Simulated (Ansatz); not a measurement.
## How Rh (Rhodium, Fm-3m) expands on warming

Aim: the lattice, expansion, heat capacity and bulk modulus of Rhodium as it warms.

Main program and level: Ansatz 0.2.0; DFT PBEsol, scalar-relativistic, plane waves, PAW, in the first sound run; inputs show where later runs differ.

The database entry behind the starting cell differs from later determinations by our own check (an axis about 0.2 % short against later determinations), so it need not match the best structure at ambient conditions.

## Step 1: Set-up

It takes space group Fm-3m (No. 225, cubic). The conventional cell has a = 3.796 Å, b = 3.796 Å, c = 3.796 Å, α = 90.00°, β = 90.00°, γ = 90.00°. Nearest to Rh lie 12 Rh at 2.68 Å.

## Step 2: Probe on a coarse mesh

A cheap single point shows whether the cell is a metal or an insulator and how far it is from rest; that sets the k-mesh and the occupations of what follows.

File input.yaml:

```yaml
crystal:
  lattice:
    - [0.0, 1.89785, 1.89785]
    - [1.89785, 0.0, 1.89785]
    - [1.89785, 1.89785, 0.0]
  atoms:
    - { symbol: Rh, position: [0.0, 0.0, 0.0] }
kpoints:
  mp_grid: { grid: [8, 8, 8] }
hamiltonian:
  xc: pbesol
scf:
  occupations: { method: gaussian, width: 0.1 }
output:
  forces: true
  stress: true
  eigenvalues: true
```

On the command line:

```bash
ansatz run input.yaml --threads 4 --pin off --max-ram 8192MiB --backend cpu --events-out ev --progress --plain --runs-dir out
```

Numbers of over 12 decimals in the logs are rounded to 6 here.

The program printed:

```text
Engine: ansatz 0.2.0, aarch64-unknown-linux-gnu
Pseudopotentials: kind: paw
Pseudopotential: Rh, paw, valence charge 17, recommended cutoff 420 eV (normal), Rh.paw.azcp
Functional definition: PBEsol
  exchange = pbesol_x
  correlation = pbesol_c
Crystal: 1 atoms, lattice volume = 13.671 Å³
Basis set: ecut = 420 eV, 283 PW (Γ), exchange–correlation on 36×36×36 points (8 copies of the dense FFT grid, shifted against one another)
Bands: 13, of which v1, the nominal top of the filled ones, is band 9 counted from 1 (8 counted from 0)
Symmetry: 48 space group operations
Space group: Fm-3m (ITA 225), of the structure as read, at distance tolerance 2.4e-5 Å
k-points: 29 of 512
Non-local potential: Rh, projectors of the file, l = 0: 3, l = 1: 2, l = 2: 2, l = 3: 1
PAW form: soft (Blöchl's): semilocal exchange-correlation on the pseudo side does not see the compensation charge
PAW frozen core: Rh, regenerated for the run's functional, and the local potential with it (the file was generated under x = pbe(κ = 0.804, μ = 0.219515), c = pbe(β = 0.066725))
PAW one-centre angular grid: Rh, 590 points (default); XC on 64 Gauss nodes
Initial density: superposition of atomic densities (neutral atoms: chi_scale 0, normalization atom), corrected by the library's trained network
Initial wavefunctions: pseudopotential atomic-orbital guess
Functional: x = pbesol(κ = 0.804, μ = 0.123457), c = pbesol(β = 0.046)
SCF iter   1: F=—  HF=-6338.714618 eV  |F-HF|=—  |Δ(HF+E_count)|=         —  Δρ=8.70e-3  dr2=5.36e-3  ethr=1.77e-3  ⟨swp⟩=4.9  Hψ=2050  notcnv=0
preconditioner: auto → none  [metal: Δε(μ)=0.096 eV  Ē_g=14.052 eV  σ=0.100 eV  W_gap=0.48  n_scr=0 (ndim 8)  ℏωp=30.1 eV  f_vac=0.000  D(μ)=1.91/eV (n_scr^D=26)]
SCF iter   2: F=—  HF=-6338.713224 eV  |F-HF|=—  |Δ(HF+E_count)|=   1.39e-3  Δρ=3.45e-3  dr2=5.62e-4  ethr=3.15e-5  ⟨swp⟩=2.6  Hψ=821  notcnv=0
SCF iter   3: F=—  HF=-6338.713092 eV  |F-HF|=—  |Δ(HF+E_count)|=   1.32e-4  Δρ=1.78e-3  dr2=5.33e-5  ethr=3.31e-6  ⟨swp⟩=2.5  Hψ=555  notcnv=0
SCF iter   4: F=—  HF=-6338.713089 eV  |F-HF|=—  |Δ(HF+E_count)|=   2.60e-6  Δρ=1.11e-4  dr2=3.86e-7  ethr=3.14e-7  ⟨swp⟩=1.3  Hψ=441  notcnv=0
iter 5 did not close the SCF: its close was put off for the readings that it lacked (scf_convergence_deferred on its scf_iter line)
SCF iter   5: F=-6338.713089 eV  HF=-6338.713089 eV  |F-HF|=2.23e-9  |Δ(HF+E_count)|=   1.52e-7  Δρ=1.34e-5  dr2=8.02e-9  ethr=2.27e-9  ⟨swp⟩=2.2  Hψ=581  notcnv=0
SCF iter   6: F=-6338.713089 eV  HF=-6338.713089 eV  |F-HF|=1.64e-11  |Δ(HF+E_count)|=  9.25e-10  Δρ=2.07e-6  dr2=1.55e-10  ethr=4.72e-11  ⟨swp⟩=2.0  Hψ=1286  notcnv=0
SCF 1 converged in 6 iterations: F = -6338.713089 eV  dr2 = 1.55e-10
  greatest PAW one-centre occupation: 1.000 electrons in one spin orbital (limit 2), on the Rh atom at site 0 (counted from 0), in its partial waves of l = 0
SCF converged after 6 iterations
Free energy (F): -6338.713089 eV
Harris-Foulkes:  -6338.713089 eV  (|F-HF|=1.64e-11)
Internal energy: -6338.703308 eV  (E = F + TS)
E sigma→0 (E₀):  -6338.708199 eV
Entropy (-TS):   -0.009782 eV (-9.782 meV/atom)
Fermi energy:    22.445646 eV
--- Per-component energies (eV) ---
  E_band       = -84.662862
  E_kinetic    = 573.505856
  E_local      = -1557.255495  (includes V_loc(G=0)·N_el)
  E_nonlocal   = 356.515261
  E_hartree    = 546.183824
  E_xc         = -220.665109
  E_vxc        = -278.036211  (∫ρ·V_xc dr)
  E_paw        = -3523.908445  (= ΣΔE_a)
  E_vpaw       = -271.761208  (= ΣTr[D̂ρ^β])
  E_aug_tail   = 0.000800  (compensation charges beyond the density's cutoff)
  E_ewald      = -2513.356200
  E_core_change = 0.276200  (= ΣΔE_core)
  E_smearing   = -0.009782  (= −TS)
  E_closure    = -0.000000  (closes the sum)
  Σ components = -6338.713089   (vs F -6338.713089, Δ=0.00e0)
--- Forces (eV/Å), atoms counted from 1 ---
  atom   1  Rh     0.00000000     0.00000000     0.00000000
  max |Σ_I F_I| component: 5.75e-32 eV/Å
--- Stress (GPa, compression-positive) ---
       -2.671428      -0.000000      -0.000000
       -0.000000      -2.671428      -0.000000
       -0.000000       0.000000      -2.671428
  P = ⅓ Tr σ = -2.6714 GPa (-26.714 kbar)
--- Band table (eV; the first three rows and the last of 29) ---
  k-point 0: bands = [... 5 lower, 19.2978, 19.2978, 19.2978, 21.4418, 21.4418, 38.1225, 43.4894, 43.4894]
  k-point 1: bands = [... 5 lower, 19.0590, 19.5164, 19.5164, 21.3399, 21.3399, 38.9439, 41.0632, 44.3863]
  k-point 2: bands = [... 5 lower, 19.1485, 19.6696, 19.6696, 21.6010, 21.6010, 37.4161, 39.7371, 46.5478]
  k-point 28: bands = [... 5 lower, 18.5554, 18.5554, 21.2162, 23.4380, 32.0125, 32.0125, 33.6086, 35.0940]
```

The job ended after 0.32 s (4 threads of Arm Neoverse V1, shared host; peak memory 0.25 GiB; 0.65 s of CPU time).

The column dr2 measures how far the density is from self-consistency, as an energy; F and HF (Harris–Foulkes) agree once it is small.

Numbers from this step:

| Quantity | Value |
| --- | --- |
| pressure | -2.671 GPa |
| volume per atom | 13.67 Å³ |
| gap on the k-mesh | 0 eV |

The start is under -2.7 GPa at this level and looks like a metal on this mesh.

## Step 3: Finding the static equilibrium

Phonons are second derivatives about a minimum, so cell and atoms are relaxed first, inside the symmetry of the start.

input.yaml, the sections that differ from step 2:

```yaml
kpoints:
  mp_grid: { grid: [18, 18, 18] }
relax:
  adjacent_minimum: "off"
  f_tol: 0.005
  max_steps: 80
  cell: { stress_tol: 0.05 }
# crystal, hamiltonian, scf, output: as in step 2
```

The program printed:

```text
[...]
Crystal: 1 atoms, lattice volume = 13.671 Å³
Basis set: ecut = 420 eV, 283 PW (Γ), exchange–correlation on 36×36×36 points (8 copies of the dense FFT grid, shifted against one another)
Bands: 13, of which v1, the nominal top of the filled ones, is band 9 counted from 1 (8 counted from 0)
Symmetry: 48 space group operations
[...]
k-points: 195 of 5832
[...]
SCF iter   1: F=—  HF=-6338.750696 eV  |F-HF|=—  |Δ(HF+E_count)|=         —  Δρ=9.90e-3  dr2=1.10e-2  ethr=1.77e-3  ⟨swp⟩=4.9  Hψ=13968  notcnv=0
[...]
SCF iter   6: F=-6338.747256 eV  HF=-6338.747256 eV  |F-HF|=1.46e-10  |Δ(HF+E_count)|=  2.09e-10  Δρ=4.84e-6  dr2=5.49e-10  ethr=7.71e-11  ⟨swp⟩=2.7  Hψ=8698  notcnv=0
SCF 1 converged in 6 iterations: F = -6338.747256 eV  dr2 = 5.49e-10
[...]
relax step   1: F+E_penalty+E_count = -6338.74725639 eV  Δ(F+E_penalty+E_count) = +0.000e0 eV  max|allowed force component| = 0.000e0 eV/Å  Δτ_max = 0.0000 Å  P = -3.566 GPa  Ω = 13.671 Å³  (6 SCF iters, dr2 threshold 1.00e-7 eV, accepted)
Crystal: 1 atoms, lattice volume = 13.362 Å³
Basis set: ecut = 420 eV, 259 PW (Γ), exchange–correlation on 36×36×36 points (8 copies of the dense FFT grid, shifted against one another)
[...]
iter 1 solved again at ethr=3.90e-6 eV; its pass at ethr=3.10e-3 eV (dr2=6.64e-4 eV) is discarded
[...]
SCF iter   4: F=-6338.747978 eV  HF=-6338.747978 eV  |F-HF|=5.18e-8  |Δ(HF+E_count)|=   1.67e-6  Δρ=4.32e-5  dr2=5.60e-8  ethr=5.88e-10  ⟨swp⟩=3.5  Hψ=9377  notcnv=0
SCF 2 converged in 4 iterations: F = -6338.747978 eV  dr2 = 5.60e-8
relax step   2: F+E_penalty+E_count = -6338.74797766 eV  Δ(F+E_penalty+E_count) = -7.213e-4 eV  max|allowed force component| = 0.000e0 eV/Å  Δτ_max = 0.0000 Å  P = +3.167 GPa  Ω = 13.362 Å³  energy of the carried Pulay correction = +1.837e-4 eV  (4 SCF iters, dr2 threshold 1.00e-7 eV, accepted)
Crystal: 1 atoms, lattice volume = 13.506 Å³
[...]
SCF iter   4: F=-6338.749261 eV  HF=-6338.749261 eV  |F-HF|=9.65e-9  |Δ(HF+E_count)|=   2.79e-7  Δρ=1.88e-5  dr2=1.07e-8  ethr=5.88e-10  ⟨swp⟩=3.0  Hψ=9130  notcnv=0
SCF 3 converged in 4 iterations: F = -6338.749261 eV  dr2 = 1.07e-8
relax step   3: F+E_penalty+E_count = -6338.74926071 eV  Δ(F+E_penalty+E_count) = -1.283e-3 eV  max|allowed force component| = 0.000e0 eV/Å  Δτ_max = 0.0000 Å  P = -0.079 GPa  Ω = 13.506 Å³  energy of the carried Pulay correction = +9.783e-5 eV  (4 SCF iters, dr2 threshold 1.00e-7 eV, accepted)
[...]
relax step   4: F+E_penalty+E_count = -6338.74926371 eV  Δ(F+E_penalty+E_count) = -2.993e-6 eV  max|allowed force component| = 0.000e0 eV/Å  Δτ_max = 0.0000 Å  P = -0.002 GPa  Ω = 13.502 Å³  energy of the carried Pulay correction = +9.994e-5 eV  (2 SCF iters, dr2 threshold 1.57e-8 eV, accepted)
[...]
SCF iter   5: F=-6338.749167 eV  HF=-6338.749167 eV  |F-HF|=3.64e-12  |Δ(HF+E_count)|=  9.19e-11  Δρ=4.27e-7  dr2=2.65e-12  ethr=1.00e-12  ⟨swp⟩=4.0  Hψ=10249  notcnv=0
SCF 5 converged in 5 iterations: F = -6338.749167 eV  dr2 = 2.65e-12
relax step   5: F+E_penalty+E_count = -6338.74916711 eV  Δ(F+E_penalty+E_count) = +9.659e-5 eV  max|allowed force component| = 0.000e0 eV/Å  Δτ_max = 0.0000 Å  P = -0.001 GPa  Ω = 13.502 Å³  stress off target by 6.54e-4 GPa  SCF on the basis re-selected at this cell (its energy is not comparable with the rows above)  (5 SCF iters)
basis re-selected at this cell: Δ(F+E_penalty+E_count) = +9.659e-5 eV, ΔP = +0.001 GPa vs the last step (what re-selecting the basis moved, of the pressure what is left beyond the Pulay correction that the steps carried, after the strain that the cell walked since its last selection, with what the two solves' SCF thresholds leave and, on support functions, any second-order correction that the steps lacked; it is no measure of the basis error at this ecutwfc). This SCF's stress stands 6.54e-4 GPa from its target on what of the cell is left free (relax.cell.stress_tol is 5.00e-2 GPa) and its largest allowed force component is 0.00e0 eV/Å (relax.f_tol is 5.00e-3 eV/Å): [rest of the remark cut]
SCF converged after 5 iterations
Free energy (F): -6338.749167 eV
[...]
Internal energy: -6338.742575 eV  (E = F + TS)
E sigma→0 (E₀):  -6338.745871 eV
Entropy (-TS):   -0.006592 eV (-6.592 meV/atom)
Fermi energy:    22.775356 eV
[...]
--- Stress (GPa, compression-positive) ---
       -0.000654      -0.000000      -0.000000
       -0.000000      -0.000654       0.000000
       -0.000000      -0.000000      -0.000654
  P = ⅓ Tr σ = -0.0007 GPa (-0.007 kbar)
--- Band table (eV; the first three rows and the last of 195) ---
  k-point 0: bands = [... 5 lower, 19.5773, 19.5773, 19.5773, 21.7500, 21.7500, 38.4790, 43.9014, 43.9014]
  k-point 1: bands = [... 5 lower, 19.5197, 19.6279, 19.6279, 21.7212, 21.7212, 38.6648, 43.2446, 44.0857]
  k-point 2: bands = [... 5 lower, 19.3755, 19.7602, 19.7602, 21.6589, 21.6589, 39.1653, 41.8556, 44.6270]
  k-point 194: bands = [... 5 lower, 18.3784, 19.3257, 21.5917, 23.7941, 31.6916, 33.1802, 34.1040, 35.5675]
--- Relaxed structure (4 steps of the walk, 4 accepted, 1 SCFs on fresh bases) ---
  F+E_penalty+E_count = -6338.74916711 eV   max|allowed force component| = 0.000e0 eV/Å   (the final SCF, on the basis selected at the relaxed cell)
  cell:  # Å, volume = 13.5023 Å³
    - [0, 1.889990, 1.889990]
    - [1.889990, 0, 1.889990]
    - [1.889990, 1.889990, 0]
  atoms:
    - { symbol: Rh, position: [0.0, 0.0, 0.0] }
```

The job ended after 3.2 s (4 threads; peak memory 0.32 GiB; 11 s of CPU time).

Relaxation path:

```csv
step,energy less that of the first step (eV),largest force component (eV/Å),pressure (GPa),volume (Å³)
1,0.0000,0.0000,-3.57,13.67
2,-0.0007,0.0000,3.17,13.36
3,-0.0020,0.0000,-0.08,13.51
4,-0.0020,0.0000,0.00,13.50
5*,-0.0019,0.0000,0.00,13.50
```

Relaxation steps marked * repeat the geometry before them on a plane-wave basis chosen anew for their cell, so energy and pressure can jump there.

| conventional cell, symmetrised | before | after | change |
| --- | --- | --- | --- |
| a (Å) | 3.796 | 3.780 | -0.4 % |
| b (Å) | 3.796 | 3.780 | -0.4 % |
| c (Å) | 3.796 | 3.780 | -0.4 % |
| volume (Å³/atom) | 13.67 | 13.50 | -1.2 % |

Final coordinates:

```xyz
1
Lattice="0.0000 1.8900 1.8900 1.8900 0.0000 1.8900 1.8900 1.8900 0.0000" Properties=species:S:1:pos:R:3 pbc="T T T"
Rh    0.0000    0.0000    0.0000
```

This step gave:

| Item | Value |
| --- | --- |
| pressure | -6.54e-4 GPa |
| volume per atom | 13.50 Å³ |

The relaxation ends with a pressure of 0.00 GPa.

## Step 4: Tight relaxation

The relaxation is repeated with tighter thresholds on force and stress, since phonons are sensitive to what is left; a change of mesh or smearing in the input moves the cell too.

File input.yaml:

```yaml
crystal:
  lattice:
    - [0.0, 1.8899900467, 1.8899900467]
    - [1.8899900467, 0.0, 1.8899900467]
    - [1.8899900467, 1.8899900467, 0.0]
  atoms:
    - { symbol: Rh, position: [0.0, 0.0, 0.0] }
kpoints:
  mp_grid: { grid: [20, 20, 20] }
hamiltonian:
  xc: pbesol
scf:
  occupations: { method: methfessel_paxton, width: 0.2 }
output:
  forces: true
  stress: true
  eigenvalues: true
relax:
  adjacent_minimum: "off"
  f_tol: 0.001
  max_steps: 60
  cell: { stress_tol: 0.01 }
```

The program printed:

```text
[...]
Crystal: 1 atoms, lattice volume = 13.502 Å³
Basis set: ecut = 420 eV, 259 PW (Γ), exchange–correlation on 36×36×36 points (8 copies of the dense FFT grid, shifted against one another)
Bands: 13, of which v1, the nominal top of the filled ones, is band 9 counted from 1 (8 counted from 0)
Symmetry: 48 space group operations
[...]
k-points: 256 of 8000
[...]
k-point 2: bands = [... 5 lower, 19.4180, 19.7399, 19.7399, 21.6840, 21.6840, 39.0550, 42.1679, 44.5035]
  k-point 255: bands = [... 5 lower, 18.8388, 18.8388, 21.5313, 23.8075, 32.4716, 32.4716, 34.0923, 35.5703]
--- Relaxed structure (3 steps of the walk, 3 accepted, 1 SCFs on fresh bases) ---
[...]
cell:  # Å, volume = 13.4982 Å³
    - [0, 1.889798, 1.889798]
    - [1.889798, 0, 1.889798]
    - [1.889798, 1.889798, 0]
  atoms:
    - { symbol: Rh, position: [0.0, 0.0, 0.0] }
[key lines of the parts left out:]
SCF converged after 4 iterations
Free energy (F): -6338.746278 eV
Fermi energy:    22.779385 eV
P = ⅓ Tr σ = 0.0001 GPa (0.001 kbar)
```

Elapsed: 3.1 s, on 4 threads; peak memory 0.33 GiB; 11 s of CPU time.

Little changed from the start: no atom moved by 0.005 Å and no cell edge by 0.1 %.

This step gave:

```yaml
pressure: 8.61e-5 GPa
```

The residual pressure is 8.6e-5 GPa, small enough for phonons.

[end of part 1 of 4]

[Logs are printed without paths, hosts, clocks, repeated set-up lines and the standing remarks that a program may print on its own settings, such as how far it seeks lower states.]

[Hosts, paths, dates, database ids (printed as entryN), source tags and the programs' standing remarks are cut or masked in the printed files.]

[A step with changed settings may run another functional than the one named; its input shows which.]
